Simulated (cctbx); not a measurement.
# Interatomic vectors of Tb2FeCu8Bi

Space group P6_3/mmc (no. 194), a = 5.1710 Å, b = 5.1710 Å, c = 16.4900 Å, α = 90.00°, β = 90.00°, γ = 120.00°, content Bi2 Tb4 Cu16 Fe2.

Simulated single-crystal data (cctbx): Mo Kα, λ = 0.71073 Å, to d = 0.6 Å, 50 % of the full sphere, strongest reflection 40000 counts, noise from counting, a 3 % proportional error and a noise floor of 2 counts (s.d.); no absorption.

Patterson synthesis, origin scaled to 1000:

```text
Patterson group P 6/m m m
      u       v       w   height  length (A)
  0.000   0.000   0.000   1000.0     0.00
  0.333   0.667   0.500    608.2     8.77
  0.000   0.000   0.205    538.1     3.39
  0.333   0.667   0.294    352.6     5.70
  0.000   0.000   0.500    245.5     8.24
  0.333   0.667   0.000    234.2     2.99
  0.000   0.000   0.410    209.1     6.76
  0.000   0.500   0.121    173.7     3.27
  0.333   0.667   0.206    161.2     4.52
  0.000   0.000   0.294    155.0     4.85
  0.000   0.500   0.086    141.2     2.95
  0.165   0.330   0.377    133.0     6.40
  0.333   0.667   0.251    132.6     5.10
  0.000   0.500   0.327    130.6     5.99
```

Q: Assign the vectors.

A peak at u stands for all pairs with xi − xj = u, with weight Σ ZiZj against Σ Z² = 45486 at the origin. Peak heights follow these weights only roughly, since form factors, motion and series ripples differ, all vectors within 0.55 Å of a peak are counted as merged into it though the farther ones add only part of their weight, and F(000) is left out, which lowers the whole map:

| u | v | w | shortest length (Å) | height | 1000 ΣZiZj/ΣZ² | pairs in the cell |
| --- | --- | --- | --- | --- | --- | --- |
| 0.333 | 0.667 | 0.500 | 8.77 | 608 | 609 | 2 × Tb–Tb, 9 × Cu–Cu, 1 × Bi–Bi, 2 × Bi–Cu |
| 0.000 | 0.000 | 0.205 | 3.38 | 538 | 474 | 4 × Bi–Tb |
| 0.333 | 0.667 | 0.294 | 5.69 | 353 | 320 | 2 × Bi–Tb, 2 × Tb–Cu |
| 0.000 | 0.000 | 0.500 | 8.24 | 246 | 278 | 4 × Bi–Cu, 2 × Cu–Cu, 2 × Fe–Fe |
| 0.333 | 0.667 | 0.000 | 2.98 | 234 | 249 | 4 × Bi–Cu, 2 × Cu–Cu |
| 0.000 | 0.000 | 0.410 | 6.76 | 209 | 186 | 2 × Tb–Tb |
| 0.000 | 0.500 | 0.121 | 3.27 | 174 | 212 | 4 × Bi–Cu |
| 0.333 | 0.667 | 0.206 | 4.52 | 161 | 166 | 4 × Tb–Cu |
| 0.000 | 0.000 | 0.294 | 4.85 | 155 | 166 | 4 × Tb–Cu |
| 0.000 | 0.500 | 0.086 | 2.95 | 141 | 166 | 4 × Tb–Cu |

The table stops at ten peaks or at a height of 45, below which ripples compete. In the model behind the data Bi, the heaviest element, has 1 independent site: (1/3, 2/3, 3/4), up to an allowed shift of origin; the Bi–Bi vectors are differences of these positions and their symmetry mates. The whole model:

| atom | mult. | x | y | z | Ueq (Å²) |
| --- | --- | --- | --- | --- | --- |
| Bi1 | 2 | 1/3 | 2/3 | 3/4 | 0.0075 |
| Tb1 | 4 | 2/3 | 1/3 | 0.0450 | 0.0068 |
| Cu1 | 2 | 0 | 0 | 1/4 | 0.0055 |
| Cu2 | 2 | 1/3 | 2/3 | 1/4 | 0.0086 |
| Cu3 | 12 | 0.8287 | 0.1713 | 0.6274 | 0.0147 |
| Fe1 | 2 | 0 | 0 | 1/2 | 0.0106 |

The model is made up (kin elements in a known structure type, no relaxation), so it says nothing on whether the phase exists.

[Logs are printed without paths, hosts, clocks, repeated set-up lines and the standing remarks that a program may print on its own settings, such as how far it seeks lower states.]
